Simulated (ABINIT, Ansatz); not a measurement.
# A GW run on ZrSe3 (P2_1/m) in ABINIT, with inputs changed

What do changed inputs do to GW on ZrSe3 (P2_1/m)?

Calculated with ABINIT 10.8.3; LDA and many-body steps on it, plane waves.

## Step 1: Starting point

The structure is monoclinic, space group P2_1/m (No. 11). Conventional cell: a = 5.411 Å, b = 3.749 Å, c = 9.444 Å, α = 90.00°, β = 97.48°, γ = 90.00°. Zr has 8 Se at 2.72 to 2.87 Å nearest. Se has 4 Zr at 2.72 to 2.87 Å nearest. Se has 1 Se at 2.34 Å and 2 Zr at 2.73 Å nearest. Se has 1 Se at 2.34 Å and 2 Zr at 2.74 Å nearest. Farther neighbours and most contacts between anions are not listed.

The cell and positions come from the Crystallography Open Database and are kept as given unless a step says otherwise.

## Step 2: Screening, 2×4×1 mesh, 209 bands, screening to 114.3 eV

This step: ABINIT 10.8.3; RPA screening on LDA, plane waves, norm-conserving pseudopotentials.

The RPA dielectric matrix is built and inverted for each q.

run.abi

```
acell 3*1.0 Angstrom
rprim 
  5.410900000000 -0.000000000000 -0.000000000000
  -0.000000000000 3.748800000000 0.000000000000
  -1.229420909100 0.000000000000 9.363634990100
ntypat 2
znucl 40 34
natom 8
typat 1 1 2 2 2 2 2 2
xred 
  0.285000000000 0.250000000000 0.656000000000
  0.715000000000 0.750000000000 0.344000000000
  0.762000000000 0.250000000000 0.554000000000
  0.238000000000 0.750000000000 0.446000000000
  0.456000000000 0.250000000000 0.174000000000
  0.544000000000 0.750000000000 0.826000000000
  0.888000000000 0.250000000000 0.169000000000
  0.112000000000 0.750000000000 0.831000000000
pp_dirpath "pseudos"
pseudos "Zr.upf, Se.upf"
ecut 48
ngkpt 2 4 1
nshiftk 1
shiftk 0 0 0
kptopt 1
chksymbreak 0
istwfk *1
occopt 1
irdwfk 1
optdriver 3
nband 209
ecuteps 4.2
inclvkb 2
awtr 1
symchi 1
indata_prefix "in"
outdata_prefix "out"
tmpdata_prefix "tmp"
```

Launch:

```
$ OMP_NUM_THREADS=1 mpirun -n 16 abinit run.abi > log
```

Log:

```text
.Version 10.8.3 of ABINIT. v10.8.2 released Aug 2026.

 Symmetries : space group P2_1/m (# 11); Bravais mP (primitive monocl.)
[... echo of the input left out ...]
== DATASET  1 ==================================================================
-   mpi_nproc: 16, omp_nthreads: 1 (-1 if OMP is not activated)

--- !DatasetInfo
iteration_state: {dtset: 1, }
dimensions: {natom: 8, nkpt: 6, mband: 209, nsppol: 1, nspinor: 1, nspden: 1, mpw: 20400, }
cutoff_energies: {ecut:  48.0, pawecutdg:  -1.0, }
electrons: {nelect:   1.68000000E+02, charge:   0.00000000E+00, occopt:   1.00000000E+00, tsmear:   1.00000000E-02, }

 SCREENING: Calculation of the susceptibility and dielectric matrices

 Based on a program developped by R.W. Godby, V. Olevano, G. Onida, and L. Reining.
 Incorporated in ABINIT by V. Olevano, G.-M. Rignanese, and M. Torrent.
.Using double precision arithmetic ; gwpc =  8

[... cell and pseudopotentials left out ...]
--------------------------------------------------------------------------------

 ==== K-mesh for the wavefunctions ====
 Number of points in the irreducible wedge :     6
[... list of points left out ...]
 Together with  4 symmetry operations and time-reversal symmetry
 yields     8 points in the full Brillouin Zone.

 ==== Q-mesh for the screening function ====
 Number of points in the irreducible wedge :     6
[... list of points left out ...]
 Together with  4 symmetry operations and time-reversal symmetry
 yields     8 points in the full Brillouin Zone.

 setmesh: FFT mesh size selected  =    45x   30x   72
          total number of points  =        97200

 vcoul_init : cutoff-mode = AUXILIARY_FUNCTION
 q-points for optical limit:   1
     1)      0.000010    0.000020    0.000030

- screening: taking advantage of time-reversal symmetry
- Maximum band index for partially occupied states nbvw = 84
- Remaining bands to be divided among processors   nbcw = 125
- Number of bands treated by each node ~7

 Number of electrons calculated from density =  168.0000; Expected =  168.0000
 average of density, n =  0.131071
 r_s =    1.2212
 omega_plasma =   34.9228 [eV]

 calculating chi0 at frequencies [eV] :
  1    0.000000E+00    0.000000E+00
  2    0.000000E+00    3.492278E+01

--------------------------------------------------------------------------------
  q-point number  1        q = ( 0.000000, 0.000000, 0.000000) [r.l.u.]
--------------------------------------------------------------------------------
[... chi0 elements left out ...]
 For q-point:  0.000010 0.000020 0.000030
  dielectric constant =  17.0457
  dielectric constant without local fields =  19.7442

  Average fulfillment of the sum rule on Im[epsilon] for q-point    1 :     30.17  [%]
[... wings left out ...]
  q-point number  2        q = ( 0.500000, 0.000000, 0.000000) [r.l.u.]
--------------------------------------------------------------------------------
[... chi0 elements left out ...]
  Average fulfillment of the sum rule on Im[epsilon] for q-point    2 :     31.79  [%]

 [... 4 further q-points ...]
```

Wall time 2.3 min (16 MPI ranks of Arm Neoverse V2, shared host); peak memory 20 GiB.

This step gave:

```yaml
eps_infinity_with_local_fields_on_this_mesh_along_the_program_s_q_direction: 17.05
the_same_without_local_fields: 19.74
plasma_frequency: 34.92 eV
plane_waves_in_the_screening_matrix: 521
```

Local fields lower ε∞ by 14 %. On a Γ-centred mesh this coarse the value itself is usually too large, while a short band sum pulls it down.

## Step 3: Base

The self-energy is evaluated for the states that the input lists, and the levels follow from it, in one-shot runs by the linearised quasiparticle equation.

This step: G0W0 on LDA, plane waves, norm-conserving pseudopotentials.

run.abi, as its differences from that of step 2:

```diff
@@ -29,8 +29,17 @@
 irdwfk 1
-optdriver 3
+optdriver 4
 nband 209
+gwcalctyp 0
+ecutsigx 48
+symsigma 1
+nkptgw 2
+kptgw 
+  0.0000000000 0.0000000000 0.0000000000
+  0.5000000000 0.0000000000 0.0000000000
+bdgw 
+  83 86
+  83 86
 ecuteps 4.2
-inclvkb 2
-awtr 1
-symchi 1
+irdscr 1
+ppmodel 1
 indata_prefix "in"
```

Log:

```text
.Version 10.8.3 of ABINIT. v10.8.2 released Aug 2026.

 Symmetries : space group P2_1/m (# 11); Bravais mP (primitive monocl.)
[... echo of the input left out ...]
== DATASET  1 ==================================================================
-   mpi_nproc: 16, omp_nthreads: 1 (-1 if OMP is not activated)

--- !DatasetInfo
iteration_state: {dtset: 1, }
dimensions: {natom: 8, nkpt: 6, mband: 209, nsppol: 1, nspinor: 1, nspden: 1, mpw: 20400, }
cutoff_energies: {ecut:  48.0, pawecutdg:  -1.0, }
electrons: {nelect:   1.68000000E+02, charge:   0.00000000E+00, occopt:   1.00000000E+00, tsmear:   1.00000000E-02, }

 SIGMA: Calculation of the GW corrections

 Based on a program developped by R.W. Godby, V. Olevano, G. Onida, and L. Reining.
 Incorporated in ABINIT by V. Olevano, G.-M. Rignanese, and M. Torrent.
.Using double precision arithmetic ; gwpc =  8

[... cell and pseudopotentials left out ...]
--------------------------------------------------------------------------------

 ==== K-mesh for the wavefunctions ====
 Number of points in the irreducible wedge :     6
[... list of points left out ...]
 Together with  4 symmetry operations and time-reversal symmetry
 yields     8 points in the full Brillouin Zone.

 ==== Q-mesh for screening function ====
 Number of points in the irreducible wedge :     6
[... list of points left out ...]
 Together with  4 symmetry operations and time-reversal symmetry
 yields     8 points in the full Brillouin Zone.

 vcoul_init : cutoff-mode = AUXILIARY_FUNCTION
 q-points for optical limit:   1
     1)      0.000010    0.000020    0.000030
 setmesh: FFT mesh size selected  =    72x   48x  120
          total number of points  =       414720

 Number of electrons calculated from density =  168.0000; Expected =  168.0000
 average of density, n =  0.131071
 r_s =    1.2212
 omega_plasma =   34.9228 [eV]

 === KS Band Gaps ===
  >>>> For spin  1
   Minimum direct gap =   0.5953 [eV], located at k-point      :   0.5000  0.0000  0.0000
   Fundamental gap    =   0.2918 [eV], Top of valence bands at :   0.0000  0.0000  0.0000
                                       Bottom of conduction at :   0.5000  0.0000  0.0000
 SIGMA fundamental parameters:
 PLASMON POLE MODEL  1
 number of plane-waves for SigmaX                20343
 number of plane-waves for SigmaC and W            521
 number of plane-waves for wavefunctions         20343
 number of bands                                   209
 number of independent spin polarizations            1
 number of spinorial components                      1
 number of k-points in IBZ                           6
 number of q-points in IBZ                           6
 number of symmetry operations                       4
 number of k-points in BZ                            8
 number of q-points in BZ                            8
 number of frequencies for dSigma/dE                 9
 frequency step for dSigma/dE [eV]                0.25
 number of omega for Sigma on real axis              0
 max omega for Sigma on real axis  [eV]           0.00
 zcut for avoiding poles [eV]                     0.10

 EPSILON^-1 parameters (SCR file):
 dimension of the eps^-1 matrix on file            521
 dimension of the eps^-1 matrix used               521
 number of plane-waves for wavefunctions         20343
 number of bands                                   209
 number of q-points in IBZ                           6
 number of frequencies                               2
 number of real frequencies                          1
 number of imag frequencies                          1

 matrix elements of self-energy operator (all in [eV])

 Perturbative Calculation

--- !SelfEnergy_ee
iteration_state: {dtset: 1, }
kpoint     : [   0.000,    0.000,    0.000, ]
spin       : 1
KS_gap     :    0.626
QP_gap     :    1.028
Delta_QP_KS:    0.401
data: !SigmaeeData |
     Band     E0 <VxcDFT>   SigX SigC(E0)      Z dSigC/dE  Sig(E)    E-E0       E
       83   6.127 -15.080 -16.276   1.862   0.794  -0.259 -14.551   0.530   6.656
       84   6.253 -15.341 -16.921   2.243   0.795  -0.258 -14.814   0.526   6.779
       85   6.879 -13.260  -8.379  -3.716   0.797  -0.254 -12.332   0.928   7.807
       86   7.247 -13.681  -8.102  -4.263   0.793  -0.261 -12.637   1.044   8.290

--- !SelfEnergy_ee
iteration_state: {dtset: 1, }
kpoint     : [   0.500,    0.000,    0.000, ]
spin       : 1
KS_gap     :    0.595
QP_gap     :    1.172
Delta_QP_KS:    0.577
data: !SigmaeeData |
     Band     E0 <VxcDFT>   SigX SigC(E0)      Z dSigC/dE  Sig(E)    E-E0       E
       83   5.878 -15.025 -16.693   2.218   0.794  -0.260 -14.588   0.436   6.314
       84   5.949 -15.079 -16.666   2.148   0.794  -0.260 -14.633   0.446   6.395
       85   6.545 -14.133 -10.081  -2.762   0.793  -0.262 -13.111   1.022   7.567
       86   6.885 -14.406 -10.124  -2.896   0.792  -0.262 -13.308   1.098   7.983

== END DATASET(S) ==============================================================
================================================================================

 -outvars: echo values of variables after computation  --------
           etotal      0.0000000000E+00
            nband         209
             nkpt           6
          spgroup          11
 [... the other variables as echoed above ...]

 Calculation completed.
```

Wall time 16 s (16 MPI ranks); peak memory 7 GiB.

This step gave:

```
G0W0 gap on the points computed              : 0.7880 eV
starting gap on the mesh                     : 0.2917 eV
k of the valence top                         : 0, 0, 0
k of the conduction bottom                   : 0.5, 0, 0
Z at the valence top                         : 0.795
Z at the conduction bottom                   : 0.793
least direct G0W0 gap on the computed points : 1.028 eV
```

The gap on the mesh goes from 0.29 eV to 0.79 eV, a correction of +0.50 eV.

## Step 4: Broadening of the poles

run.abi, as its differences from that of step 3:

```diff
@@ -44,2 +44,3 @@
 ppmodel 1
+zcut 0.5 eV
 indata_prefix "in"
```

Log:

```text
.Version 10.8.3 of ABINIT. v10.8.2 released Aug 2026.

 Symmetries : space group P2_1/m (# 11); Bravais mP (primitive monocl.)
[... echo of the input left out ...]
== DATASET  1 ==================================================================
-   mpi_nproc: 16, omp_nthreads: 1 (-1 if OMP is not activated)

--- !DatasetInfo
iteration_state: {dtset: 1, }
dimensions: {natom: 8, nkpt: 6, mband: 209, nsppol: 1, nspinor: 1, nspden: 1, mpw: 20400, }
cutoff_energies: {ecut:  48.0, pawecutdg:  -1.0, }
electrons: {nelect:   1.68000000E+02, charge:   0.00000000E+00, occopt:   1.00000000E+00, tsmear:   1.00000000E-02, }

 SIGMA: Calculation of the GW corrections

 Based on a program developped by R.W. Godby, V. Olevano, G. Onida, and L. Reining.
 Incorporated in ABINIT by V. Olevano, G.-M. Rignanese, and M. Torrent.
.Using double precision arithmetic ; gwpc =  8

[... cell and pseudopotentials left out ...]
--------------------------------------------------------------------------------

 ==== K-mesh for the wavefunctions ====
 Number of points in the irreducible wedge :     6
[... list of points left out ...]
 Together with  4 symmetry operations and time-reversal symmetry
 yields     8 points in the full Brillouin Zone.

 ==== Q-mesh for screening function ====
 Number of points in the irreducible wedge :     6
[... list of points left out ...]
 Together with  4 symmetry operations and time-reversal symmetry
 yields     8 points in the full Brillouin Zone.

 vcoul_init : cutoff-mode = AUXILIARY_FUNCTION
 q-points for optical limit:   1
     1)      0.000010    0.000020    0.000030
 setmesh: FFT mesh size selected  =    72x   48x  120
          total number of points  =       414720

 Number of electrons calculated from density =  168.0000; Expected =  168.0000
[...]
number of omega for Sigma on real axis              0
 max omega for Sigma on real axis  [eV]           0.00
 zcut for avoiding poles [eV]                     0.50

 EPSILON^-1 parameters (SCR file):
 dimension of the eps^-1 matrix on file            521
 dimension of the eps^-1 matrix used               521
 number of plane-waves for wavefunctions         20343
 number of bands                                   209
 number of q-points in IBZ                           6
 number of frequencies                               2
 number of real frequencies                          1
 number of imag frequencies                          1

 matrix elements of self-energy operator (all in [eV])

 Perturbative Calculation

--- !SelfEnergy_ee
iteration_state: {dtset: 1, }
kpoint     : [   0.000,    0.000,    0.000, ]
spin       : 1
KS_gap     :    0.626
QP_gap     :    1.028
Delta_QP_KS:    0.401
data: !SigmaeeData |
     Band     E0 <VxcDFT>   SigX SigC(E0)      Z dSigC/dE  Sig(E)    E-E0       E
       83   6.127 -15.080 -16.276   1.862   0.794  -0.259 -14.551   0.530   6.656
       84   6.253 -15.341 -16.921   2.243   0.795  -0.258 -14.814   0.526   6.779
       85   6.879 -13.260  -8.379  -3.716   0.797  -0.254 -12.332   0.928   7.807
[...]
--- !SelfEnergy_ee
iteration_state: {dtset: 1, }
kpoint     : [   0.500,    0.000,    0.000, ]
spin       : 1
KS_gap     :    0.595
QP_gap     :    1.172
Delta_QP_KS:    0.577
data: !SigmaeeData |
     Band     E0 <VxcDFT>   SigX SigC(E0)      Z dSigC/dE  Sig(E)    E-E0       E
[...]
85   6.545 -14.133 -10.081  -2.762   0.793  -0.262 -13.111   1.022   7.567
       86   6.885 -14.406 -10.124  -2.896   0.792  -0.262 -13.308   1.098   7.983

== END DATASET(S) ==============================================================
================================================================================

 -outvars: echo values of variables after computation  --------
           etotal      0.0000000000E+00
            nband         209
             nkpt           6
          spgroup          11
 [... the other variables as echoed above ...]

 Calculation completed.
```

Elapsed: 16 s, on 16 MPI ranks; peak memory 6.8 GiB.

This step gave:

| Item | Value |
| --- | --- |
| G0W0 gap on the points computed | 0.7880 eV |
| starting gap on the mesh | 0.2917 eV |
| k of the valence top | 0, 0, 0 |
| k of the conduction bottom | 0.5, 0, 0 |
| Z at the valence top | 0.795 |
| Z at the conduction bottom | 0.793 |
| least direct G0W0 gap on the computed points | 1.028 eV |

Against G0W0 in ABINIT (2×4×1 mesh, 209 bands, screening to 114.3 eV, Godby-Needs plasmon pole), the gap moves by +0.000 eV.

(Part 1 of 2 ends here.)

[Paths, hosts, dates, memory and timing lines, banners, echoed tables and standing remarks are left out of the program output.]

[Logs are printed without paths, hosts, clocks, repeated set-up lines and the standing remarks that a program may print on its own settings, such as how far it seeks lower states.]

[Runs of the session that timed out or met a known fault of the program may be left out.]

[Hosts, paths, dates, database ids (printed as entryN), source tags and the programs' standing remarks are cut or masked in the printed files.]

[G0W0 gaps are taken among the corrected bands and points alone; a level outside them can change the order at an edge.]

[Where Ansatz stands beside ABINIT at settings called matched, ABINIT's density can come from a denser mesh and the files from another edition; pairs whose starting gaps differed by over 0.03 eV were left out, so agreement reads better than it is.]
